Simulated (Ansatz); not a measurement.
# Li on Pd(110): change of the work function, part 2 of 2

Aim: the work function of Pd(110) at several coverages of Li (longbridge site), and the dipole that each adsorbate carries.

Ansatz 0.2.0; plane-wave DFT, PBE-D3(BJ), Ansatz PAW.

So far, work function, upper face (eV): step 2 (the clean slab) 4.73; step 3 (21 atoms, coverage 0.25 ML, cell 2x2) 3.74; step 4 (22 atoms, coverage 0.5 ML, cell 2x2) 3.24; step 5 (6 atoms, coverage 1 ML, cell 1x1) 2.94.

### Step 6. Work function against coverage

This step: plane-wave DFT, PBE-D3(BJ), Ansatz PAW; work function against coverage (Ansatz 0.2.0).

The runs are now put side by side.

This step gave:

```
work function of the clean face     : 4.732 eV
largest change of the work function : -1.794 eV
```

Work function of the covered face against coverage:

```tsv
coverage (adsorbates/nm²)	work function of the covered face (eV)
0.00	4.73
2.34	3.74
4.67	3.24
9.35	2.94
```

The dipole per adsorbate comes from the change of the cell's dipole. Coverage, by row:

```tsv
coverage (1/nm²)	coverage (ML)	work function (eV)	change (eV)	dipole per adsorbate, positive end outwards (debye)	mean height of the added atoms over the highest substrate atom (Å)
2.336	0.25	3.739	-0.993	1.124	1.173
4.673	0.5	3.245	-1.487	0.871	1.171
9.346	1	2.938	-1.794	0.553	1.341
```

### Step 7. The slab at 0.25 ML, atoms frozen

This step: plane-wave DFT, PBE-D3(BJ), Ansatz PAW (Ansatz 0.2.0).

System of this step: Li/Pd(110). The cell holds 21 atoms: 20 Pd and 1 Li. Cell: a = 7.780 Å, b = 5.501 Å, c = 25.492 Å, α = 90.0°, β = 90.0°, γ = 90.0°. Vacuum lies along c.

To see where the charge goes, the covered slab, the bare substrate and the adsorbate layer are each run at the same frozen positions and on the same grid.

The input, input.yaml:

```yaml
crystal:
  lattice:
    - [7.78, 0.0, 0.0]
    - [0.0, 5.5012907576, 0.0]
    - [0.0, 0.0, 25.492282176]
  atoms:
    - { symbol: Pd, position: [0.0, 0.0, 0.3530480299] }
    - { symbol: Pd, position: [0.25, 0.25, 0.4069985817] }
    - { symbol: Pd, position: [0.0041702239, 0.0, 0.4609424355] }
    - { symbol: Pd, position: [0.25, 0.2485269533, 0.5209150515] }
    - { symbol: Pd, position: [-0.0189469954, 0.0, 0.5673279858] }
    - { symbol: Pd, position: [0.0, 0.5, 0.3530480299] }
    - { symbol: Pd, position: [0.25, 0.75, 0.4069985817] }
    - { symbol: Pd, position: [0.0049328066, 0.5, 0.4614876444] }
    - { symbol: Pd, position: [0.25, 0.7514730467, 0.5209150515] }
    - { symbol: Pd, position: [-0.0045075318, 0.5, 0.5693363656] }
    - { symbol: Pd, position: [0.5, 0.0, 0.3530480299] }
    - { symbol: Pd, position: [0.75, 0.25, 0.4069985817] }
    - { symbol: Pd, position: [0.4958297761, 0.0, 0.4609424355] }
    - { symbol: Pd, position: [0.75, 0.2554027892, 0.5146492595] }
    - { symbol: Pd, position: [0.5189469954, 0.0, 0.5673279858] }
    - { symbol: Pd, position: [0.5, 0.5, 0.3530480299] }
    - { symbol: Pd, position: [0.75, 0.75, 0.4069985817] }
    - { symbol: Pd, position: [0.4950671934, 0.5, 0.4614876444] }
    - { symbol: Pd, position: [0.75, 0.7445972108, 0.5146492595] }
    - { symbol: Pd, position: [0.5045075318, 0.5, 0.5693363656] }
    - { symbol: Li, position: [0.25, 0.0, 0.6153340015] }
kpoints:
  mp_grid: { grid: [4, 6, 1] }
hamiltonian:
  xc: pbe
  dispersion: d3bj
scf:
  occupations: { method: fermi_dirac, width: 0.1 }
  convergence: { dr2_threshold: 1.0e-08 }
efield:
  axis: 3
  dipole_correction: true
  ramp_position: 0.97
  ramp_width: 0.06
output:
  write_potential: true
  write_density: true
  volumetric_format: npy
```

The run is started by

```sh
ansatz run input.yaml --threads 4 --pin off --max-ram 12288MiB --backend cpu --events-out ev --progress --plain --runs-dir out
```

Elapsed: 2.8 min, on 4 threads of Arm Neoverse V1, shared host; peak memory 5.6 GiB; 11 min of CPU time.

Numbers from this step:

- energy at zero smearing: -139663.5507 eV
- work function, upper face: 3.739 eV
- work function, lower face: 4.713 eV
- dipole along the normal: 0.2304 e·Å
- step between the vacuum levels: -0.9739 eV

The work function of the upper face is 3.74 eV.

### Step 8. The substrate of the 0.25 ML cell alone

System of this step: Li/Pd(110), substrate alone, atoms held. The cell holds 20 atoms: 20 Pd. Its edges and angles: a = 7.780 Å, b = 5.501 Å, c = 25.492 Å, α = 90.0°, β = 90.0°, γ = 90.0°. Vacuum lies along c.

The second part, atoms unmoved.

input.yaml, as its differences from that of step 7:

```diff
@@ -26,3 +26,2 @@
     - { symbol: Pd, position: [0.5045075318, 0.5, 0.5693363656] }
-    - { symbol: Li, position: [0.25, 0.0, 0.6153340015] }
 kpoints:
```

Run time: 2.6 min. Hardware: 4 threads; peak memory 5.5 GiB.

This step gave:

```
energy at zero smearing        : -139457.2305 eV
work function, upper face      : 4.749 eV
work function, lower face      : 4.723 eV
dipole along the normal        : -0.006067 e·Å
step between the vacuum levels : 0.02565 eV
```

The work function of the upper face is 4.75 eV.

### Step 9. The adsorbate layer of the 0.25 ML cell alone

System of this step: Li/Pd(110), adsorbate layer alone, atoms held. The cell holds 1 atom: 1 Li. Cell: a = 7.780 Å, b = 5.501 Å, c = 25.492 Å, α = 90.0°, β = 90.0°, γ = 90.0°. Vacuum lies along c.

The third part; a free layer of atoms may carry a moment, so spin is on.

input.yaml, the sections that differ from step 8:

```yaml
crystal:
  lattice:
    - [7.78, 0.0, 0.0]
    - [0.0, 5.5012907576, 0.0]
    - [0.0, 0.0, 25.492282176]
  atoms:
    - { symbol: Li, position: [0.25, 0.0, 0.6153340015], spin: 1.0 }
magnetization:
  spin_polarized: true
# kpoints, hamiltonian, scf, efield, output: as in step 8
```

Elapsed: 31 s, on 4 threads; peak memory 1 GiB; 1.8 min of CPU time.

This step gave:

| Quantity | Value |
| --- | --- |
| energy at zero smearing | -203.1368 eV |
| total moment | 1.0000 μB |
| site moments | 0.7556 μB |
| dipole along the normal | 1.20e-6 e·Å |

Site moment by atom:

```tsv
atom	site moment (μB)
Li1	0.756
```

The free layer carries a moment of 1.0 μB a cell.

### Step 10. Where the charge went at 0.25 ML

This step: plane-wave DFT, PBE-D3(BJ), Ansatz PAW; density difference on adsorption (Ansatz 0.2.0).

The densities of the parts are taken from that of the whole and averaged over planes; the first moment of what is left gives the step in the potential.

Numbers from this step:

- largest charge moved: 0.004585 e/Å²
- potential step from the moved charge: -0.9997 eV

The electron density difference oscillates, so the rows of the table below give means over windows of 1 Å about each position, cut where the curve ends. Its maxima inside the range that stand out by 2 % of the span (Å: e/Å³): 8.9: 2.6e-4, 11.2: 2.9e-4, 11.8: 4.4e-4, 12.9: -1.7e-4, 14.4: 0.00288, 15.3: 0.00687. Its minima: 9.6: -3.0e-4, 11.5: 2.2e-5, 12.5: -6.3e-4, 13.7: -0.00248, 14.7: 0.00112, 16.9: -0.00313.

Planar mean, whole system less its parts. Electron density difference against z; means over each step:

```tsv
z (Å)	electron density difference (e/Å³)
4	1.7e-7
5	1.1e-6
6	5.1e-6
7	4.9e-6
8	-6.9e-5
9	6.4e-5
10	-8.2e-5
11	1.4e-4
12	-1.9e-4
13	-5.0e-4
14	-9.4e-4
15	0.00404
16	0.00157
17	-0.00272
18	-0.00105
19	-2.2e-4
20	-3.9e-5
21	-6.1e-6
22	-8.9e-7
23	-1.2e-7
```

Planar mean, whole system less its parts. The electrons moved below z by z:

```tsv
z (Å)	electrons moved below z (e/Å²)
4	8.1e-8
5	6.1e-7
6	3.5e-6
7	1.2e-5
8	-1.9e-5
9	2.7e-5
10	-9.2e-5
11	-1.4e-5
12	1.1e-4
13	-3.4e-4
14	-0.00185
15	-2.4e-4
16	0.00458
17	0.00234
18	5.4e-4
19	9.9e-5
20	1.6e-5
21	2.3e-6
22	3.2e-7
```

### Step 11. The same run with other settings: scf.occupations.width = 0.025

This step: plane-wave DFT, PBE-D3(BJ), Ansatz PAW (Ansatz 0.2.0).

System of this step: Li/Pd(110). The cell holds 6 atoms: 5 Pd and 1 Li. Its edges and angles: a = 3.890 Å, b = 2.751 Å, c = 25.492 Å, α = 90.0°, β = 90.0°, γ = 90.0°. Vacuum lies along c.

A run with a changed input: it repeats the earlier run at 1 ML with scf.occupations.width from 0.1 to 0.025.

The input, input.yaml:

```yaml
crystal:
  lattice:
    - [3.89, 0.0, 0.0]
    - [0.0, 2.7506453788, 0.0]
    - [0.0, 0.0, 25.492282176]
  atoms:
    - { symbol: Pd, position: [0.0, 0.0, 0.3530480299] }
    - { symbol: Pd, position: [0.5, 0.5, 0.4069985817] }
    - { symbol: Pd, position: [0.0, 0.0, 0.4611240538] }
    - { symbol: Pd, position: [0.5, 0.5, 0.5176243473] }
    - { symbol: Pd, position: [0.0, 0.0, 0.5677493308] }
    - { symbol: Li, position: [0.5, 0.0, 0.6469519701] }
kpoints:
  mp_grid: { grid: [8, 11, 1] }
hamiltonian:
  xc: pbe
  dispersion: d3bj
scf:
  occupations: { method: fermi_dirac, width: 0.025 }
  convergence: { dr2_threshold: 1.0e-08 }
efield:
  axis: 3
  dipole_correction: true
  ramp_position: 0.97
  ramp_width: 0.06
relax:
  f_tol: 0.02
  max_steps: 60
  constraints: [{ sites: [0, 1] }]
output:
  bader: true
  write_potential: true
  write_density: true
  volumetric_format: npy
```

The job ended after 78 s (4 threads; peak memory 0.81 GiB; 5.2 min of CPU time).

Relaxation path:

```tsv
step	energy less that of the first step (eV)	largest force component (eV/Å)
1	0.0000	0.9161
2	-0.2291	0.7073
3	-0.3470	0.3685
4	-0.3921	0.0745
5	-0.3958	0.0092
```

Forces are held to the 4 operations that the run works with; a distortion that breaks them can't arise in this run.

The atoms that moved most (Å):

```tsv
atom	dx	dy	dz	length
Li6	0.000	0.000	-0.654	0.654
Pd4	0.000	0.000	0.029	0.029
Pd5	0.000	0.000	0.028	0.028
```

Final coordinates:

```cif
data_structure
_symmetry_space_group_name_H-M 'P 1'
_symmetry_Int_Tables_number 1
_cell_length_a 3.8900
_cell_length_b 2.7506
_cell_length_c 25.4923
_cell_angle_alpha 90.000
_cell_angle_beta 90.000
_cell_angle_gamma 90.000
_cell_volume 272.77
loop_
_atom_site_label
_atom_site_type_symbol
_atom_site_fract_x
_atom_site_fract_y
_atom_site_fract_z
_atom_site_occupancy
Pd1 Pd 0.00000 0.00000 0.35305 1
Pd2 Pd 0.50000 0.50000 0.40700 1
Pd3 Pd 0.00000 0.00000 0.46131 1
Pd4 Pd 0.50000 0.50000 0.51877 1
Pd5 Pd 0.00000 0.00000 0.56886 1
Li6 Li 0.50000 0.00000 0.62129 1
```

Numbers from this step:

* energy at zero smearing: -35070.3044 eV
* work function, upper face: 2.938 eV
* work function, lower face: 4.905 eV
* dipole along the normal: 0.1163 e·Å
* step between the vacuum levels: -1.967 eV

```tsv
quantity	this run	earlier run	difference
work function, upper face (eV)	2.938	2.939	-4.8e-4
work function, lower face (eV)	4.905	4.872	0.033
dipole along the normal (e·Å)	0.1163	0.1143	0.0020
```

What moves beyond 0.01 in its unit (for the dipole 0.5 % and 5e-5 e·Å): dipole along the normal (+0.00199 e·Å) and work function, lower face (+0.0332 eV).

### Step 12. The same run with other settings

System of this step: Pd(110). The cell holds 5 atoms: 5 Pd. Its edges and angles: a = 3.890 Å, b = 2.751 Å, c = 23.501 Å, α = 90.0°, β = 90.0°, γ = 90.0°. Vacuum lies along c.

Another changed input: it repeats the earlier run at 0 ML with kpoints.mp_grid.shift to [0.5, 0.5, 0.0], scf.mixing.algorithm to broyden and scf.mixing.beta to 0.5.

input.yaml, the sections that differ from step 11:

```yaml
crystal:
  lattice:
    - [3.89, 0.0, 0.0]
    - [0.0, 2.7506453788, 0.0]
    - [0.0, 0.0, 23.5012907576]
  atoms:
    - { symbol: Pd, position: [0.0, 0.0, 0.3829576891] }
    - { symbol: Pd, position: [0.5, 0.5, 0.4414788446] }
    - { symbol: Pd, position: [0.0, 0.0, 0.5] }
    - { symbol: Pd, position: [0.5, 0.5, 0.5585211554] }
    - { symbol: Pd, position: [0.0, 0.0, 0.6170423109] }
kpoints:
  mp_grid: { grid: [8, 11, 1], shift: [0.5, 0.5, 0.0] }
scf:
  occupations: { method: fermi_dirac, width: 0.1 }
  convergence: { dr2_threshold: 1.0e-08 }
  mixing: { algorithm: broyden, beta: 0.5 }
output:
  write_potential: true
  write_density: true
  volumetric_format: npy
# hamiltonian, efield, relax: as in step 11
```

The job ended after 25 s (4 threads; peak memory 0.7 GiB).

The steps of the relaxation:

```tsv
step	energy less that of the first step (eV)	largest force component (eV/Å)
1	0.0000	0.5304
2	-0.0208	0.1037
3	-0.0221	0.0052
```

The run keeps the 4 symmetry operations that it works with, so distortions that break them were not tested.

The atoms that moved most (Å):

```tsv
atom	dx	dy	dz	length
Pd4	0.000	0.000	0.067	0.067
Pd5	0.000	0.000	-0.030	0.030
```

The relaxed structure:

```cif
data_structure
_symmetry_space_group_name_H-M 'P 1'
_symmetry_Int_Tables_number 1
_cell_length_a 3.8900
_cell_length_b 2.7506
_cell_length_c 23.5013
_cell_angle_alpha 90.000
_cell_angle_beta 90.000
_cell_angle_gamma 90.000
_cell_volume 251.46
loop_
_atom_site_label
_atom_site_type_symbol
_atom_site_fract_x
_atom_site_fract_y
_atom_site_fract_z
_atom_site_occupancy
Pd1 Pd 0.00000 0.00000 0.38296 1
Pd2 Pd 0.50000 0.50000 0.44148 1
Pd3 Pd 0.00000 0.00000 0.50015 1
Pd4 Pd 0.50000 0.50000 0.56138 1
Pd5 Pd 0.00000 0.00000 0.61578 1
```

Numbers from this step:

* energy at zero smearing: -34864.3353 eV
* work function, upper face: 4.742 eV
* dipole along the normal: -8.47e-4 e·Å

```tsv
quantity	this run	earlier run	difference
work function, upper face (eV)	4.742	4.732	0.010
dipole along the normal (e·Å)	-8.47e-4	-8.69e-4	2.3e-5
```

What moves beyond 0.01 in its unit (for the dipole 0.5 % and 5e-5 e·Å): work function, upper face (+0.0101 eV).

### Step 13. Summary of results

| Item | Value |
| --- | --- |
| work function of the clean face | 4.73 eV |
| work function at 0.25 ML | 3.74 eV |
| work function at 0.5 ML | 3.24 eV |
| work function at 1 ML | 2.94 eV |
| dipole per adsorbate at 0.25 ML, positive end outwards | 1.12 D |
| step of the potential from the moved charge at 0.25 ML, upper less lower side, atoms held | -1.000 eV |

Li lowers the work function of Pd(110) at the lowest coverage, by 0.99 eV: the adsorbate layer has its positive end outwards. The dipole per adsorbate falls from 1.12 to 0.55 D as the layer fills. Neighbouring dipoles depolarise each other, and heights and bonding change with coverage too. The slab has 5 layers, at the tabulated experimental lattice constant, one starting site was run, and quantum-size effects of a slab this thin can reach one or two tenths of an eV.

[Logs are printed without paths, hosts, clocks, repeated set-up lines and the standing remarks that a program may print on its own settings, such as how far it seeks lower states.]

[Hosts, paths, dates, database ids (printed as entryN), source tags and the programs' standing remarks are cut or masked in the printed files.]

[Maps of the electrostatic potential energy from Ansatz leave out the sawtooth potential of an applied field or a dipole correction, so their vacuum need not be flat; planar profiles and work functions include it.]
